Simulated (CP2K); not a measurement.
The C K edge of 2-carboxypyrimidine was computed by TDDFT (CP2K XAS_TDP, aug-cc-pVDZ, TDA) at these levels: PBE0, PBEh(45%) and PBEh(45%) + GW2X. The first three lines of C2 (bonded to C and 2 O) with a strength over 0.0015, energy in eV and strength:

| run | first | second | third |
| --- | --- | --- | --- |
| 1 | 283.14 (0.062) | 287.45 (0.020) | 288.24 (0.002) |
| 2 | 289.74 (0.061) | 294.05 (0.019) | 294.84 (0.002) |
| 3 | 277.73 (0.037) | 280.78 (0.031) | 283.10 (0.002) |

Which run is which?

Run 1: PBEh(45%) (45 % exact exchange). Run 2: PBEh(45%) + GW2X (45 % exact exchange). Run 3: PBE0 (25 % exact exchange). Self-interaction lifts the core level, so the uncorrected lines rise with the share of exact exchange. The GW2X run keeps the spacings of its parent: 4.31 eV between the first two lines in run 2, 4.31 eV in run 1. Its shift is +6.60 eV, since the Kohn–Sham level at this share of exchange lies that far above the quasiparticle level.

[Hosts, paths, dates, database ids (printed as entryN), source tags and the programs' standing remarks are cut or masked in the printed files.]
